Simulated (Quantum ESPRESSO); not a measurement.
# In2Ni3S2: spin-resolved density of states

Aim: the densities of states of In2Ni3S2 in the lowest state of several starts.

Main program and level: Quantum ESPRESSO 7.5; PBEsol; plane waves with GBRV 1.5 PBEsol potentials, no spin-orbit coupling.

### 1. The starting structure

It takes space group R-3m (No. 166, trigonal). Conventional cell: a = 5.378 Å, b = 5.378 Å, c = 13.482 Å, α = 90.00°, β = 90.00°, γ = 120.00°. Nearest to In lie 6 Ni at 2.69 Å and 2 S at 3.01 Å. Nearest to In lie 6 Ni at 2.73 Å and 6 S at 3.20 Å. Ni has 2 S at 2.15 Å nearest. Nearest to S lie 3 Ni at 2.15 Å and 4 In at 3.01 to 3.20 Å. Farther neighbours and most contacts between anions are not listed.

The cell comes from Materials Project 2023-11-01, a database of computed structures, and need not be the stable phase.

### 2. Ground-state run

This state came out lowest in a comparison of starts that is told elsewhere.

The input, pw.in:

```
&CONTROL
  calculation = 'scf'
  prefix = 'pwscf'
  outdir = './tmp'
  pseudo_dir = './pseudo'
  disk_io = 'low'
/
&SYSTEM
  ibrav = 0
  celldm(1) = 8
  nat = 7
  ntyp = 4
  ecutwfc = 40
  ecutrho = 280
  nbnd = 63
  occupations = 'smearing'
  smearing = 'fd'
  degauss = 0.00734986
  nspin = 2
  starting_magnetization(1) = 0
  starting_magnetization(2) = 0.0556
  starting_magnetization(3) = -0.0556
  starting_magnetization(4) = 0
/
&ELECTRONS
  conv_thr = 1.4d-08
  electron_maxstep = 150
  mixing_beta = 0.3
/
ATOMIC_SPECIES
In    114.8180 in_pbesol_v1.4.uspp.F.UPF
Ni1    58.6934 ni_pbesol_v1.4.uspp.F.UPF
Ni2    58.6934 ni_pbesol_v1.4.uspp.F.UPF
S      32.0600 s_pbesol_v1.4.uspp.F.UPF
CELL_PARAMETERS alat
   0.6351469175401    0.3667022438124    1.0615618032122
  -0.6351469175401    0.3667022438124    1.0615618032122
   0.0000000000000   -0.7334044876484    1.0615618032122
ATOMIC_POSITIONS crystal
In      0.5000000000    0.5000000000    0.5000000000
In      0.0000000000    0.0000000000    0.0000000000
Ni1     0.5000000000    0.0000000000    0.0000000000
Ni1     0.0000000000    0.5000000000    0.0000000000
Ni2     0.0000000000    0.0000000000    0.5000000000
S       0.7230808100    0.7230808100    0.7230808100
S       0.2769191900    0.2769191900    0.2769191900
K_POINTS automatic
6 6 6 0 0 0
```

The run is started by

```
$ OMP_NUM_THREADS=1 mpirun -n 4 pw.x -nk 4 -in pw.in > pw.out
```

Output:

```text
Program PWSCF v.7.5 starts

     Message from routine setup:
     using ibrav=0 with symmetry is DISCOURAGED, use correct ibrav instead

     K-points division:     npool     =       4
     Subspace diagonalization in iterative solution of the eigenvalue problem:

     bravais-lattice index     =            0
     lattice parameter (alat)  =       8.0000  a.u.
     unit-cell volume          =     759.5463 (a.u.)^3
     number of atoms/cell      =            7
     number of atomic types    =            4
     number of electrons       =        92.00
     number of Kohn-Sham states=           63
     kinetic-energy cutoff     =      40.0000  Ry
     charge density cutoff     =     280.0000  Ry
     scf convergence threshold =      1.4E-08
     mixing beta               =       0.3000
     number of iterations used =            8  plain     mixing
     Exchange-correlation= SLA  PW   PSX  PSC
                           (   1   4  10   8   0   0   0)

     celldm(1)=   8.000000  celldm(2)=   0.000000  celldm(3)=   0.000000
     celldm(4)=   0.000000  celldm(5)=   0.000000  celldm(6)=   0.000000

     crystal axes: (cart. coord. in units of alat)
               a(1) = (   0.635147   0.366702   1.061562 )
               a(2) = (  -0.635147   0.366702   1.061562 )
               a(3) = (   0.000000  -0.733404   1.061562 )

     reciprocal axes: (cart. coord. in units 2 pi/alat)
               b(1) = (  0.787219  0.454501  0.314003 )
               b(2) = ( -0.787219  0.454501  0.314003 )
               b(3) = (  0.000000 -0.909003  0.314003 )

     PseudoPot. # 1 for In read from file:
     in_pbesol_v1.4.uspp.F.UPF
     Pseudo is Ultrasoft + core correction, Zval = 13.0

     PseudoPot. # 2 for Ni read from file:
     ni_pbesol_v1.4.uspp.F.UPF
     Pseudo is Ultrasoft + core correction, Zval = 18.0

     PseudoPot. # 3 for Ni read from file:
     ni_pbesol_v1.4.uspp.F.UPF
     Pseudo is Ultrasoft + core correction, Zval = 18.0

     PseudoPot. # 4 for S  read from file:
     s_pbesol_v1.4.uspp.F.UPF
     Pseudo is Ultrasoft + core correction, Zval =  6.0

     atomic species   valence    mass     pseudopotential
     In               13.00   114.81800     In( 1.00)
     Ni1              18.00    58.69340     Ni( 1.00)
     Ni2              18.00    58.69340     Ni( 1.00)
     S                 6.00    32.06000     S ( 1.00)

     Starting magnetic structure
     atomic species   magnetization
     In              0.000
     Ni1             0.056
     Ni2            -0.056
     S               0.000

      4 Sym. Ops., with inversion, found

   Cartesian axes

     site n.     atom                  positions (alat units)
         1        In     tau(   1) = (   0.0000000  -0.0000000   1.5923427  )
         2        In     tau(   2) = (   0.0000000   0.0000000   0.0000000  )
         3        Ni1    tau(   3) = (   0.3175735   0.1833511   0.5307809  )
         4        Ni1    tau(   4) = (  -0.3175735   0.1833511   0.5307809  )
         5        Ni2    tau(   5) = (   0.0000000  -0.3667022   0.5307809  )
         6        S      tau(   6) = (  -0.0000000  -0.0000000   2.3027849  )
         7        S      tau(   7) = (   0.0000000  -0.0000000   0.8819005  )

     number of k points=    68  Fermi-Dirac smearing, width (Ry)=  0.0073
                       cart. coord. in units 2pi/alat
        k(    1) = (   0.0000000   0.0000000   0.0000000), wk =   0.0046296
        k(    2) = (   0.0000000  -0.1515005   0.0523338), wk =   0.0092593
        k(    3) = (   0.0000000  -0.3030009   0.1046676), wk =   0.0092593
        k(    4) = (   0.0000000   0.4545014  -0.1570014), wk =   0.0046296
        k(    5) = (  -0.1312032  -0.0757502   0.1046676), wk =   0.0185185
        [... 63 further k-points ...]

     Dense  grid:    60111 G-vectors     FFT dimensions: (  60,  60,  60)

     Smooth grid:    26009 G-vectors     FFT dimensions: (  45,  45,  45)

     Check: negative core charge=   -0.000006
     Generating pointlists ...
     new r_m :   0.2620 (alat units)  2.0960 (a.u.) for type    1
     new r_m :   0.2094 (alat units)  1.6754 (a.u.) for type    2
     new r_m :   0.2094 (alat units)  1.6754 (a.u.) for type    3
     new r_m :   0.2094 (alat units)  1.6754 (a.u.) for type    4

     Initial potential from superposition of free atoms

     starting charge      82.9999, renormalised to      92.0000
     Starting wfcs are   65 randomized atomic wfcs

     Self-consistent Calculation

     iteration #  1     ecut=    40.00 Ry     beta= 0.30
     Davidson diagonalization with overlap
     ethr =  1.00E-02,  avg # of iterations =  8.5

     total energy              =   -1288.80812338 Ry
     estimated scf accuracy    <     181.79184356 Ry

     total magnetization       =     0.11 Bohr mag/cell
     absolute magnetization    =     0.32 Bohr mag/cell

     iteration #  2     ecut=    40.00 Ry     beta= 0.30
     Davidson diagonalization with overlap
     ethr =  1.00E-02,  avg # of iterations =  3.8

     total energy              =   -1341.57510758 Ry
     estimated scf accuracy    <      72.88869006 Ry

     total magnetization       =     0.05 Bohr mag/cell
     absolute magnetization    =     0.16 Bohr mag/cell

     [... further iterations left out ...]

     iteration # 18     ecut=    40.00 Ry     beta= 0.30
     Davidson diagonalization with overlap
     ethr =  1.21E-10,  avg # of iterations =  2.0

     total energy              =   -1343.88926615 Ry
     estimated scf accuracy    <       0.00000003 Ry

     total magnetization       =     0.00 Bohr mag/cell
     absolute magnetization    =     0.00 Bohr mag/cell

     iteration # 19     ecut=    40.00 Ry     beta= 0.30
     Davidson diagonalization with overlap
     ethr =  2.87E-11,  avg # of iterations =  2.1

     Magnetic moment per site  (integrated on atomic sphere of radius R)
     atom   1 (R=0.262)  charge= 10.6977  magn= -0.0000
     atom   2 (R=0.262)  charge= 10.6643  magn= -0.0000
     atom   3 (R=0.209)  charge= 15.9830  magn=  0.0001
     atom   4 (R=0.209)  charge= 15.9830  magn=  0.0001
     atom   5 (R=0.209)  charge= 15.9830  magn=  0.0002
     atom   6 (R=0.209)  charge=  3.3666  magn=  0.0000
     atom   7 (R=0.209)  charge=  3.3666  magn=  0.0000

     End of self-consistent calculation

     Number of k-points >= 100: set verbosity='high' to print the bands.

     the Fermi energy is    12.5583 ev

!    total energy              =   -1343.88926618 Ry
     estimated scf accuracy    <          5.8E-09 Ry
     smearing contrib. (-TS)   =      -0.00816094 Ry
     internal energy E=F+TS    =   -1343.88110524 Ry

     The total energy is F=E-TS. E is the sum of the following terms:
     one-electron contribution =    -953.35926736 Ry
     hartree contribution      =     533.09047679 Ry
     xc contribution           =    -197.45972481 Ry
     ewald contribution        =    -726.15258985 Ry

     total magnetization       =     0.00 Bohr mag/cell
     absolute magnetization    =     0.00 Bohr mag/cell

     convergence has been achieved in  19 iterations

=------------------------------------------------------------------------------=
   JOB DONE.
=------------------------------------------------------------------------------=
```

It took 4.8 min on 4 MPI ranks of Arm Neoverse V2, shared host; peak memory 1 GiB.

Spin moment in the atom's sphere by atom:

```
atom  spin moment in the atom's sphere (μB)
 In1                                 0.0000
 In2                                 0.0000
 Ni3                                 0.0001
 Ni4                                 0.0001
 Ni5                                 0.0002
  S6                                 0.0000
  S7                                 0.0000
```

This step gave:

| Item | Value |
| --- | --- |
| smearing term TS | 0.1110 eV |
| magnetization | 0 μB |
| absolute magnetization | 0 μB |
| final state | non-magnetic |

(Part 1 of 2 ends here.)

[Logs and program files are shortened in this print: banners, set-up blocks, solver, clock and traceback lines can be left out without a mark of their own.]

[Logs are printed without paths, hosts, clocks, repeated set-up lines and the standing remarks that a program may print on its own settings, such as how far it seeks lower states.]

[Hosts, paths, dates, database ids (printed as entryN), source tags and the programs' standing remarks are cut or masked in the printed files.]

[Where a cell is said to come from a database of computed structures, the database is the Materials Project.]
